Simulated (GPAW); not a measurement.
# free-standing square Mo monolayer, spacing 3.069 A: a ladder in all numerical settings together, part 2 of 2

Aim: see how far moments and order energies of free-standing square Mo monolayer, spacing 3.069 A move with all numerical settings together, and what each rung costs.

GPAW 26.7.0; LDA; plane waves with GPAW's PAW setups, scalar-relativistic.

So far, largest spin moment in the augmentation sphere (μB): step 2 (rung 1 (280 eV, mesh 4×4×1), start ferro +) 1.69; step 4 (rung 2 (380 eV, mesh 6×6×1), start ferro +) 1.02; step 5 (rung 2 (380 eV, mesh 3×6×1), start antiferro q=(1/2,1/2,0) +-) 2.57; step 6 (rung 3 (500 eV, mesh 8×8×1), start ferro +) 1.50; step 7 (rung 3 (500 eV, mesh 4×8×1), start antiferro q=(1/2,1/2,0) +-) 2.70.

### Step 8. Rung 4 (700 eV, mesh 10×10×1), start ferro +

Input file order1.py:

```python
import json
import numpy as np
from ase import Atoms
from ase.parallel import paropen, parprint
from gpaw import GPAW

atoms = Atoms(['Mo'],
    cell=[[3.069, 0.0, 0.0],
         [0.0, 3.069, 0.0],
         [0.0, 0.0, 14.0]],
    scaled_positions=[[0.0, 0.0, 0.5]],
    pbc=True,
    magmoms=[1.0])
atoms.calc = GPAW(mode={'name': 'pw', 'ecut': 700},
    xc='LDA',
    kpts={'size': (10, 10, 1), 'gamma': True},
    occupations={'name': 'fermi-dirac', 'width': 0.05},
    convergence={'density': 1e-05, 'energy': 1e-05},
    maxiter=200,
    txt='order1.txt')
e = atoms.get_potential_energy(force_consistent=True)
res = {'free_energy': e, 'energy_sigma0': atoms.get_potential_energy(), 'fermi_energy': atoms.calc.get_fermi_level()}
res['moments'] = atoms.get_magnetic_moments().tolist()
res['total'] = atoms.get_magnetic_moment()
parprint('site moments (muB):', np.round(res['moments'], 3))
parprint(f"total moment: {res['total']:.3f} muB")
parprint(f'free energy: {e:.6f} eV')
atoms.calc.write('order1.gpw')
with paropen('results.json', 'w') as f:
    json.dump(res, f)
```

Command:

```console
$ OMP_NUM_THREADS=1 python3 order1.py > order1.log
```

Output:

```text
site moments (muB): [1.084]
total moment: 1.507 muB
free energy: -7.022953 eV

--- order1.txt ---
Input parameters:
  mode=PW(ecut=700),
  convergence={'density': 1e-05, 'energy': 1e-05},
  kpts=MonkhorstPack(size=(10, 10, 1), gamma=True),
  maxiter=200,
  occupations=Occupations(name='fermi-dirac', width=0.05),
  xc=XC(name='LDA')

Diagonalizing LCAO Hamiltonian
Converting LCAO to pw mode
   .-------.
  /|       |
[...]
|          3 |       -37.667 |     1.000 |       -37.034 |     1.000 |
|          4 |        -6.206 |     1.000 |        -5.795 |     1.000 |
[...]
|          9 |        -1.562 |     0.000 |        -1.016 |     0.000 |
|         10 |        -0.918 |     0.000 |        -0.281 |     0.000 |
|         11 |         1.863 |     0.000 |         1.996 |     0.000 |
|         12 |         2.929 |     0.000 |         3.049 |     0.000 |

No gap
No difference between direct/indirect transitions


[key lines of the parts left out:]
Free energy:      -7.022953
Converged in 18 steps
dipole moment: (-11.414068, -11.414068, 0.000002)  # |e|*Ang
Fermi level: -2.657
```

Elapsed: 49 s, on 1 MPI rank of Arm Neoverse V2, shared host; peak memory 0.27 GiB.

Numbers from this step:

- magnetization: 1.507 μB
- final state: ferromagnetic
- largest moment: 1.084 μB

The largest moment moves by -0.42 μB from rung 3, at 2.4 times its CPU time.

### Step 9. Rung 4 (700 eV, mesh 5×10×1), start antiferro q=(1/2,1/2,0) +-

Input file order2.py:

```python
import json
import numpy as np
from ase import Atoms
from ase.parallel import paropen, parprint
from gpaw import GPAW

atoms = Atoms(['Mo', 'Mo'],
    cell=[[6.138, 0.0, 0.0],
         [3.069, 3.069, 0.0],
         [0.0, 0.0, 14.0]],
    scaled_positions=[[0.0, 0.0, 0.5],
         [0.5, 0.0, 0.5]],
    pbc=True,
    magmoms=[1.0, -1.0])
atoms.calc = GPAW(mode={'name': 'pw', 'ecut': 700},
    xc='LDA',
    kpts={'size': (5, 10, 1), 'gamma': True},
    occupations={'name': 'fermi-dirac', 'width': 0.05},
    convergence={'density': 1e-05, 'energy': 1e-05},
    maxiter=200,
    txt='order2.txt')
e = atoms.get_potential_energy(force_consistent=True)
res = {'free_energy': e, 'energy_sigma0': atoms.get_potential_energy(), 'fermi_energy': atoms.calc.get_fermi_level()}
res['moments'] = atoms.get_magnetic_moments().tolist()
res['total'] = atoms.get_magnetic_moment()
parprint('site moments (muB):', np.round(res['moments'], 3))
parprint(f"total moment: {res['total']:.3f} muB")
parprint(f'free energy: {e:.6f} eV')
atoms.calc.write('order2.gpw')
with paropen('results.json', 'w') as f:
    json.dump(res, f)
```

Command:

```console
$ OMP_NUM_THREADS=1 python3 order2.py > order2.log
```

Output:

```text
UserWarning: Initial realspace grid (40,27,90) inconsistent with symmetries.
UserWarning: Using symmetrized grid: (40,40,90).

site moments (muB): [ 2.718 -2.718]
total moment: 0.000 muB
free energy: -14.936249 eV

--- order2.txt ---
Input parameters:
  mode=PW(ecut=700),
  convergence={'density': 1e-05, 'energy': 1e-05},
  kpts=MonkhorstPack(size=(5, 10, 1), gamma=True),
  maxiter=200,
[...]
|          8 |        -6.000 |     1.000 |        -6.000 |     1.000 |
|          9 |        -4.673 |     1.000 |        -4.673 |     1.000 |
[...]
|         17 |        -0.603 |     0.000 |        -0.603 |     0.000 |
|         18 |        -0.201 |     0.000 |        -0.201 |     0.000 |
|         19 |         0.916 |     0.000 |         0.916 |     0.000 |
|         20 |         2.748 |     0.000 |         2.748 |     0.000 |

No gap
No difference between direct/indirect transitions


[key lines of the parts left out:]
Free energy:     -14.936249
Converged in 16 steps
dipole moment: (-45.466281, -22.733141, 0.000003)  # |e|*Ang
Fermi level: -2.643
```

Run time: 4.3 min. Hardware: 1 MPI rank; peak memory 0.59 GiB.

Read from the output:

| Item | Value |
| --- | --- |
| magnetization | 0 μB |
| final state | antiferromagnetic |
| largest moment | 2.718 μB |

This start lies -445.2 meV a seeded atom from the first, a change of -34.2 meV since rung 3; its largest moment is 2.72 μB.

### Step 10. Another try

A slip in the input shows what the program catches and what it lets pass.

Input file run.py:

```python
import json
import numpy as np
from ase import Atoms
from ase.parallel import paropen, parprint
from gpaw import GPAW

atoms = Atoms(['Mo'],
    cell=[[3.069, 0.0, 0.0],
         [0.0, 3.069, 0.0],
         [0.0, 0.0, 14.0]],
    scaled_positions=[[0.0, 0.0, 0.5]],
    pbc=True,
    magmoms=[1.0])
atoms.calc = GPAW(mode={'name': 'pw', 'ecut': 550},
    xc='LDA',
    kpts={'size': (10, 10, 1), 'gamma': True},
    occupations={'name': 'fermi-dirac', 'width': 0.05},
    convergence={'density': 1e-05, 'energy': 1e-05},
    maxiter=100,
    mixer={'method': 'separate', 'backend': 'pulay', 'beta': 1.0, 'nmaxold': 1, 'weight': 1},
    txt='run.txt')
e = atoms.get_potential_energy(force_consistent=True)
res = {'free_energy': e, 'energy_sigma0': atoms.get_potential_energy(), 'fermi_energy': atoms.calc.get_fermi_level()}
res['moments'] = atoms.get_magnetic_moments().tolist()
res['total'] = atoms.get_magnetic_moment()
parprint('site moments (muB):', np.round(res['moments'], 3))
parprint(f"total moment: {res['total']:.3f} muB")
parprint(f'free energy: {e:.6f} eV')
atoms.calc.write('run.gpw')
with paropen('results.json', 'w') as f:
    json.dump(res, f)
```

Command:

```console
$ OMP_NUM_THREADS=1 python3 run.py > run.log
```

Output:

```text
Input parameters:
  mode=PW(ecut=550),
  convergence={'density': 1e-05, 'energy': 1e-05},
  kpts=MonkhorstPack(size=(10, 10, 1), gamma=True),
  maxiter=100,
  mixer=Pulay(name='pulay', nmaxold=1, beta=1.0, weight=1, sigma=0.015, g_ss=None),
  occupations=Occupations(name='fermi-dirac', width=0.05),
  xc=XC(name='LDA')

Diagonalizing LCAO Hamiltonian
Converting LCAO to pw mode
   .-------.
  /|       |
 * |       |
 | |       |
 | |       |
 | |       |
 | |       |
 | |       |
[...]
Mo|       |
[...]
| |       |
 | |       |
 | |       |
 | |       |
 | .-------.
 |/       /
 *-------*

Atoms  # Å, Bohr magnetons
|   | symbol |        x |        y |        z |    initial magnetic moments |
|---|--------|----------|----------|----------|-----------------------------|
| 0 |     Mo | 0.000000 | 0.000000 | 7.000000 | ( 0.0000,  0.0000,  1.0000) |

Number of symmetries: 16

BZ-sampling:
  Number of BZ points: 100
  Number of IBZ points: 21

  Monkhorst-Pack size: [10, 10, 1]
  Monkhorst-Pack shift: [0.05, 0.05, 0.0]

Plane wave coefficients: 3928
Cutoff: 550.0 eV

Spin-components: 2 (collinear spins)
Bands:           13
Projectors:      6
Spin-degeneracy: 1
Datatype:        complex128

Parallelization:
  kpt:    1
  domain: 1
  band:   1

Density:
  Valence electrons: 14.0
  Components: 2
  Grid points: [18 18 80]
  Charge: 0.0  # |e|

Potential:
  Grid points: [18 18 80]

[... setups left out ...]
Reference energy: -110019.813038  # eV

convergence criteria:
- Maximum integral of absolute [dens]ity change: 1e-05 electrons / valence electron
- Maximum [total energy] change in last 3 cyles: 1e-05 eV / valence electron
- Maximum integral of absolute [eigenst]ate change: 4e-08 eV^2 / valence electron
maximum number of iterations: 100

SCF iterations
|iter     |      energy | eigst |  dens |  magmom |
|---------|-------------|-------|-------|---------|
|iter:   1|       0s |   -7.164270 | +0.15 |       |  +0.9903|
|iter:   2|       3s |   -7.555459 | -0.73 | -0.99 |  +0.6361|
|iter:   3|       5s |   -9.407971 | -0.07 | -0.89 |  +0.6959|
|iter:   4|       8s |  -15.634001 | +0.54 | -0.65 |  +0.5669|
|iter:   5|      10s |  -60.975805 | +1.20 | -0.37 |  +0.5395|
|iter:   6|      13s |  -71.082167 | +1.47 | -0.23 |  +0.7256|
[...]
[... 74 iterations left out ...]
[...]
|iter:  91|     228s | -278.209573 | +2.52 | +0.03 |  -0.0588|
|iter:  92|     230s | -167.388795 | +1.63 | +0.03 |  +0.0315|
|iter:  93|     233s | -285.303070 | +2.55 | +0.03 |  +0.0562|
|iter:  94|     235s | -166.267383 | +1.62 | +0.03 |  -0.0873|
```

Wall time 4 min (1 MPI rank); peak memory 0.2 GiB.

The run was cut off at its time limit.

The fault put into the input: mixing far too strong.

Taking so much of each cycle's output makes the cycles overshoot; a small step or a mixer with history is the cure.

### Step 11. The rungs together

Ladder, by row:

| rung | cutoff (eV) | mesh | smearing (eV) | state from the first start | state from the second start | second less first (meV a seeded atom) | moment, first (μB) | moment, second (μB) | CPU time (s) |
| --- | --- | --- | --- | --- | --- | --- | --- | --- | --- |
| 1 | 280 | 4x4x1 | 0.2 | ferromagnetic | antiferromagnetic | -280.3 | 1.69 | 2.65 | 25.09 |
| 2 | 380 | 6x6x1 | 0.15 | ferromagnetic | antiferromagnetic | -356.3 | 1.024 | 2.57 | 58.97 |
| 3 | 500 | 8x8x1 | 0.1 | ferromagnetic | antiferromagnetic | -410.9 | 1.502 | 2.703 | 101.3 |
| 4 | 700 | 10x10x1 | 0.05 | ferromagnetic | antiferromagnetic | -445.2 | 1.084 | 2.718 | 303.8 |

### Step 12. Summary of results

| Item | Value |
| --- | --- |
| range of the moment in the table, second start | 2.57 to 2.72 μB |
| range of CPU time | 25 s to 5.1 min |
| range of the energy difference | -445 to -280 meV a seeded atom |

In words: Only the last rung can serve as the reference, and the rung before it is still 34 meV away, so convergence is not shown. The second start ends lower on every rung of the table; whether functional and cell give the true order is another question.

[Logs and program files are shortened in this print: banners, set-up blocks, solver, clock and traceback lines can be left out without a mark of their own.]

[Logs are printed without paths, hosts, clocks, repeated set-up lines and the standing remarks that a program may print on its own settings, such as how far it seeks lower states.]

[Hosts, paths, dates, database ids (printed as entryN), source tags and the programs' standing remarks are cut or masked in the printed files.]

[Where a cell is said to come from a database of computed structures, the database is the Materials Project.]
